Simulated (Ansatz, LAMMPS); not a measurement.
**Glassy 62P2O5-14Al2O3-24BaO (mol %) (160 atoms): support functions against a reference**

Wanted: errors and times of a linear-scaling basis for glassy 62P2O5-14Al2O3-24BaO (mol %) (160 atoms). A setting counts as converged where the r.m.s. difference of forces stays under 1 % of the r.m.s. force.

Method: Kohn-Sham DFT, PBE, PAW (set soft_2), plane waves, in Ansatz 0.2.0.

Most raw output is cut from this account.

## 1. Set-up

The cell holds 160 atoms: 36 P, 8 Al, 7 Ba and 109 O. Cell: a = 13.246 Å, b = 13.246 Å, c = 13.246 Å, α = 90.0°, β = 90.0°, γ = 90.0°. 160 atoms (36 P, 8 Al, 7 Ba, 109 O) placed at random at 2.92 g/cm³, melted at 4000 K for 10 ps at fixed volume with the Morse and Coulomb pair potential with partial charges (Pedone, Malavasi, Menziani, Cormack and Segre, J. Phys. Chem. B 110, 11780 (2006)). Quenched from 4000 K to 300 K at 300 K/ps and fixed volume, held 10 ps at zero pressure.

What the set-up can't give: The quench rate of 300 K/ps is many orders above laboratory rates, so the cell is likely richer in defects and strain than a real sample. The starting topology of bonds comes from the classical model, and needn't be the one that DFT or experiment would give. The Brillouin zone is sampled at Γ only, in a cell whose shortest periodic width is 13 Å. The levels lack spin–orbit coupling, which is large for the heavy elements here.

## 2. The classical run that made the cell

A classical potential supplies the starting structure, since it reaches far longer times than DFT.

This step: classical MD, Morse and Coulomb pair potential with partial charges (Pedone, Malavasi, Menziani, Cormack and Segre, J. Phys. Chem. B 110, 11780 (2006)) (LAMMPS 22 Jul 2025 - Update 4).

Input file in.lmp:

```
# melt-quench of P36Al8Ba7O109
units metal
atom_style charge
boundary p p p
region box block 0 13.1970 0 13.1970 0 13.1970
create_box 4 box
mass 1 30.9738   # P
mass 2 26.9815   # Al
mass 3 137.3270   # Ba
mass 4 15.9990   # O
create_atoms 1 random 36 314820 NULL overlap 1.5 maxtry 2000
create_atoms 2 random 8 314827 NULL overlap 1.5 maxtry 2000
create_atoms 3 random 7 314834 NULL overlap 1.5 maxtry 2000
create_atoms 4 random 109 314841 NULL overlap 1.5 maxtry 2000
pair_style hybrid/overlay pedone 5.5 coul/long 8.0
pair_coeff * * coul/long
pair_coeff 1 4 pedone 0.831326 2.585833 1.800790 1   # P-O
pair_coeff 2 4 pedone 0.361581 1.900442 2.164818 0.9   # Al-O
pair_coeff 3 4 pedone 0.065011 1.547596 3.393410 5   # Ba-O
pair_coeff 4 4 pedone 0.042395 1.379316 3.618701 22   # O-O
set type 1 charge 3
set type 2 charge 1.8
set type 3 charge 1.2
set type 4 charge -1.2
kspace_style pppm 1.0e-4
neigh_modify delay 0 every 1 check yes
thermo_style custom step time temp pe press density
thermo_modify norm yes
timestep 0.002
thermo 100
min_style cg
minimize 1e-4 1e-4 200 2000
reset_timestep 0
velocity all create 4000 314821 mom yes dist gaussian
# [... 11 lines left out ...]
fix md all nvt temp 4000 300 0.2
run 6167 post no
unfix md
thermo 1666
fix md all npt temp 300 300 0.2 iso 0 0 2
run 5000 post no
unfix md
write_dump all custom glass.dump id type xs ys zs modify sort id
```

The run is started by

```bash
> lmp -in in.lmp -log none -nocite
```

Run time: 15 s. Hardware: 1 thread of Intel Xeon Platinum 8488C (Sapphire Rapids), shared host; peak memory 0.069 GiB.

## 3. Plane-wave single point

This run is the reference for what follows, at a cutoff of 420 eV.

Input file input.yaml:

```yaml
crystal:
  lattice:
    - [13.24551, 0.0, 0.0]
    - [0.0, 13.24551, 0.0]
    - [0.0, 0.0, 13.24551]
  atoms:
    - { symbol: P, position: [0.03781, 0.98741, 0.85929] }
    - { symbol: P, position: [0.43214, 0.16362, 0.99884] }
    - { symbol: P, position: [0.95686, 0.60953, 0.82538] }
    - { symbol: P, position: [0.1754, 0.9554, 0.17996] }
    - { symbol: P, position: [0.99952, 0.16, 0.70801] }
    - { symbol: P, position: [0.6162, 0.74181, 0.08697] }
    - { symbol: P, position: [0.81557, 0.13591, 0.56287] }
    - { symbol: P, position: [0.62199, 0.552, 0.47507] }
    - { symbol: P, position: [0.08982, 0.90801, 0.50571] }
    - { symbol: P, position: [0.85931, 0.91114, 0.98527] }
    - { symbol: P, position: [0.05597, 0.67026, 0.02253] }
    - { symbol: P, position: [0.04812, 0.47212, 0.12548] }
    - { symbol: P, position: [0.5026, 0.40903, 0.60393] }
    - { symbol: P, position: [0.63434, 0.03682, 0.98017] }
    - { symbol: P, position: [0.16927, 0.12624, 0.52587] }
    - { symbol: P, position: [0.02598, 0.38926, 0.80368] }
    - { symbol: P, position: [0.83397, 0.77027, 0.37035] }
    - { symbol: P, position: [0.69829, 0.30653, 0.6757] }
    - { symbol: P, position: [0.40103, 0.838, 0.7098] }
    - { symbol: P, position: [0.73736, 0.21733, 0.87806] }
    - { symbol: P, position: [0.21066, 0.42206, 0.67143] }
    - { symbol: P, position: [0.31585, 0.05937, 0.33936] }
    - { symbol: P, position: [0.61982, 0.22041, 0.33803] }
    - { symbol: P, position: [0.68534, 0.47796, 0.26123] }
    - { symbol: P, position: [0.47592, 0.04784, 0.67426] }
    - { symbol: P, position: [0.65173, 0.95117, 0.19705] }
    - { symbol: P, position: [0.4177, 0.25773, 0.21104] }
    - { symbol: P, position: [0.73141, 0.92339, 0.51472] }
    - { symbol: P, position: [0.93129, 0.58256, 0.48791] }
    - { symbol: P, position: [0.74577, 0.79803, 0.70433] }
    - { symbol: P, position: [0.79935, 0.59833, 0.1] }
    - { symbol: P, position: [0.32734, 0.79801, 0.11127] }
    [... 122 atom lines left out ...]
    - { symbol: O, position: [0.30722, 0.69867, 0.16818] }
    - { symbol: O, position: [0.92599, 0.38117, 0.86502] }
    - { symbol: O, position: [0.74943, 0.31364, 0.93423] }
    - { symbol: O, position: [0.35572, 0.14941, 0.2813] }
    - { symbol: O, position: [0.03992, 0.76965, 0.08264] }
    - { symbol: O, position: [0.8999, 0.26552, 0.04797] }
kpoints:
  mp_grid: { grid: [1, 1, 1] }
hamiltonian:
  xc: pbe
scf:
  occupations: { method: fixed }
output:
  forces: true
  stress: true
  populations: intrinsic
  dos:
    method: { smearing: { sigma: 0.08 } }
    de: 0.1
    projected: { site_lists: { Al: [Al], Ba: [Ba], O: [O], P: [P] } }
  eigenvalues: true
  write_density: true
  write_potential: true
  volumetric_format: npy
```

The run is started by

```bash
> ansatz run input.yaml --threads 8 --pin off --max-ram 15872MiB --backend cpu --events-out ev --progress --plain --runs-dir out
```

Wall time 29 s (8 threads of Intel Xeon Platinum 8488C (Sapphire Rapids), shared host); peak memory 3.9 GiB.

The run gave:

* free energy: -135073.0586 eV
* free energy per atom: -844.2066 eV/atom
* SCF cycles: 11
* pressure: 2.414 GPa
* r.m.s. force component: 1.513 eV/Å
* longest force: 7.337 eV/Å
* Fermi energy: 4.783 eV
* gap (highest filled to lowest empty level): 1.241 eV

The r.m.s. force component of 1.5 eV/Å and the pressure of 2.4 GPa set the scale for the differences below.

## 4. Support functions low

With localised support functions most steps grow linearly with size, though the diagonalisation grows faster unless the density matrix is cut; this run measures error and cost at this size.

This step: Kohn-Sham DFT, PBE, PAW (set soft_2), localised support functions (low) (Ansatz 0.2.0).

input.yaml, the sections that differ from step 3:

```yaml
scf:
  occupations: { method: fixed }
  eigensolver: { kind: { support_functions: { accuracy: low } } }
  max_iter: 150
output:
  forces: true
  eigenvalues: true
# crystal, kpoints, hamiltonian: as in step 3
```

It took 78 s on 8 threads; peak memory 5.5 GiB.

The program notes that the band table was not solved further than the SCF left it and it switched symmetry off.

Keys that differ from the reference: support_functions.accuracy = "low" and scf.max_iter = 150.

Forces differ from the reference by 1.5 meV/Å r.m.s., 0.098 % of their size, well within a tolerance of 1 %; the energy by -5.5 meV/atom and the gap by -0.0059 eV. It took 78 s and 14 cycles; the reference's time can't be set against it, since the two runs asked for unlike analyses.

## 5. Support functions medium

The cell is solved in localised support functions. Besides, the program derives a nominal cutoff of 464 eV for this run, against the reference's 420.

This step: Kohn-Sham DFT, PBE, PAW (set soft_2), localised support functions (medium) (Ansatz 0.2.0).

input.yaml, the sections that differ from step 4:

```yaml
scf:
  occupations: { method: fixed }
  eigensolver: { kind: { support_functions: { accuracy: medium } } }
  max_iter: 150
# crystal, kpoints, hamiltonian, output: as in step 4
```

The job ended after 2.1 min (8 threads; peak memory 8.1 GiB).

Keys that differ from the reference: support_functions.accuracy = "medium" and scf.max_iter = 150.

Forces differ from the reference by 1.3 meV/Å r.m.s., 0.083 % of their size, well within a tolerance of 1 %; the energy by -5.5 meV/atom. It took 2.1 min and 16 cycles; the reference's time can't be set against it, since the two runs asked for unlike analyses.

## 6. Support functions medium, spacing 0.33 Å

The grid spacing sets how fine a wave the support functions can hold. Besides, the program derives a nominal cutoff of 464 eV for this run, against the reference's 420.

input.yaml, the sections that differ from step 5:

```yaml
scf:
  occupations: { method: fixed }
  eigensolver: { kind: { support_functions: { accuracy: medium, spacing: 0.33 } } }
  max_iter: 150
# crystal, kpoints, hamiltonian, output: as in step 5
```

Wall time 53 s (8 threads); peak memory 3.6 GiB.

The program notes that the forces don't sum to zero within tolerance and the grid leaves an egg-box force.

Forces differ from the reference by 31 meV/Å r.m.s., 2.0 % of their size, over a tolerance of 1 %; the energy by -13 meV/atom. It took 53 s and 16 cycles; the reference's time can't be set against it, since the two runs asked for unlike analyses. The setting is coarser than the default on purpose.

## 7. Support functions medium, spacing 0.275 Å

input.yaml, the sections that differ from step 6:

```yaml
scf:
  occupations: { method: fixed }
  eigensolver: { kind: { support_functions: { accuracy: medium, spacing: 0.275 } } }
  max_iter: 150
# crystal, kpoints, hamiltonian, output: as in step 6
```

Run time: 64 s. Hardware: 8 threads; peak memory 4 GiB.

Forces differ from the reference by 7.7 meV/Å r.m.s., 0.51 % of their size, within a tolerance of 1 %; the energy by -10 meV/atom. It took 64 s and 16 cycles; the reference's time can't be set against it, since the two runs asked for unlike analyses. The setting is coarser than the default on purpose.

## 8. Support functions medium, spacing 0.238 Å

input.yaml, the sections that differ from step 7:

```yaml
scf:
  occupations: { method: fixed }
  eigensolver: { kind: { support_functions: { accuracy: medium, spacing: 0.238 } } }
  max_iter: 150
# crystal, kpoints, hamiltonian, output: as in step 7
```

Elapsed: 68 s, on 8 threads; peak memory 4.4 GiB; 8.6 min of CPU time.

Forces differ from the reference by 1.9 meV/Å r.m.s., 0.12 % of their size, well within a tolerance of 1 %; the energy by -7.9 meV/atom. It took 68 s and 16 cycles; the reference's time can't be set against it, since the two runs asked for unlike analyses. The setting is coarser than the default on purpose.

## 9. Support functions medium, spacing 0.211 Å

input.yaml, the sections that differ from step 8:

```yaml
scf:
  occupations: { method: fixed }
  eigensolver: { kind: { support_functions: { accuracy: medium, spacing: 0.211 } } }
  max_iter: 150
# crystal, kpoints, hamiltonian, output: as in step 8
```

Elapsed: 92 s, on 8 threads; peak memory 5.5 GiB; 12 min of CPU time.

Keys that differ from the reference: support_functions.accuracy = "medium", support_functions.spacing = 0.211 and scf.max_iter = 150.

Forces differ from the reference by 1.1 meV/Å r.m.s., 0.076 % of their size, well within a tolerance of 1 %; the energy by -5.4 meV/atom. It took 92 s and 17 cycles; the reference's time can't be set against it, since the two runs asked for unlike analyses.

## 10. A run with a doubtful setting

A doubtful change is made on purpose, to see how the program answers.

This step: Kohn-Sham DFT, PBE, PAW (set soft_2), plane waves (Ansatz 0.2.0).

input.yaml, the sections that differ from step 9:

```yaml
scf:
  occupations: { method: methfessel_paxton, width: 1.0 }
  max_iter: 75
output:
  forces: true
# crystal, kpoints, hamiltonian: as in step 9
```

The job ended after 93 s (8 threads; peak memory 4.1 GiB).

The SCF closed, but on a changed input, so its numbers are not taken as the system's.

The fault in the input: a smearing of electronvolts (scf.occupations = {"method": "methfessel_paxton", "width": 1.0}). The fix is to set scf.occupations back to {"method": "fixed"}.

How far it lies from the reference, the plane-wave single point:

| Property | Result |
| --- | --- |
| r.m.s. difference of force components | 228.4 meV/Å |
| longest difference of force vectors | 1369 meV/Å |
| force difference over r.m.s. force | 15.1 % |

## 11. With scf.occupations.method = "tetrahedron_uncorrected"

Changed here: scf.occupations.method = "tetrahedron_uncorrected".

input.yaml, the sections that differ from step 10:

```yaml
scf:
  occupations: { method: tetrahedron_uncorrected }
output:
  forces: true
  stress: true
  populations: true
  dos:
    method: { smearing: { sigma: 0.1 } }
    de: 0.1
    projected: { site_lists: { Al: [Al], Ba: [Ba], O: [O], P: [P] } }
  eigenvalues: true
# crystal, kpoints, hamiltonian: as in step 10
```

The job ended after 27 s (8 threads; peak memory 3.9 GiB; 3.3 min of CPU time).

Notices of the run: tetrahedra set aside.

The program set the tetrahedra aside and kept another filling, so they aren't tested. Forces differ from the reference by 0.002 meV/Å r.m.s., 1.0e-4 % of their size.

## 12. What each setting buys

Differences are against the plane-wave reference (Kohn-Sham DFT, PBE, PAW (set soft_2), plane waves), whose r.m.s. force component is 1.51 eV/Å. Energies are set beside the reference only for runs with its functional, potentials and electron count. Times are for 8 threads of Intel Xeon Platinum 8488C (Sapphire Rapids), shared host. The reference's time includes the DOS, the stress and grids, which some other runs skip.

| run | Δ force, r.m.s. (meV/Å) | share of r.m.s. force (%) | Δ energy (meV/atom) | Δ pressure (GPa) | Δ gap (eV) | cycles | time | host memory (GiB) |
| --- | --- | --- | --- | --- | --- | --- | --- | --- |
| reference | - | - | - | - | - | 11 | 29 s | 3.9 |
| support functions low | 1.48 | 0.0975 | -5.50 | - | -0.0059 | 14 | 78 s | 5.5 |
| support functions medium | 1.25 | 0.0827 | -5.54 | - | -0.0031 | 16 | 2.1 min | 8.1 |
| support functions medium, spacing 0.33 Å | 30.6 | 2.02 | -12.8 | - | -0.0035 | 16 | 53 s | 3.6 |
| support functions medium, spacing 0.275 Å | 7.72 | 0.510 | -10.3 | - | -0.0021 | 16 | 64 s | 4.0 |
| support functions medium, spacing 0.238 Å | 1.86 | 0.123 | -7.87 | - | -0.0025 | 16 | 68 s | 4.4 |
| support functions medium, spacing 0.211 Å | 1.14 | 0.0757 | -5.38 | - | -0.002 | 17 | 92 s | 5.5 |
| scf.occupations.method = "tetrahedron_uncorrected" | 0.002 | 1.0e-4 | 0 | 0 | 0 | 11 | 27 s | 3.9 |

(Part 1 of 2 ends here.)

[Logs are printed without paths, hosts, clocks, repeated set-up lines and the standing remarks that a program may print on its own settings, such as how far it seeks lower states.]

[Hosts, paths, dates, database ids (printed as entryN), source tags and the programs' standing remarks are cut or masked in the printed files.]
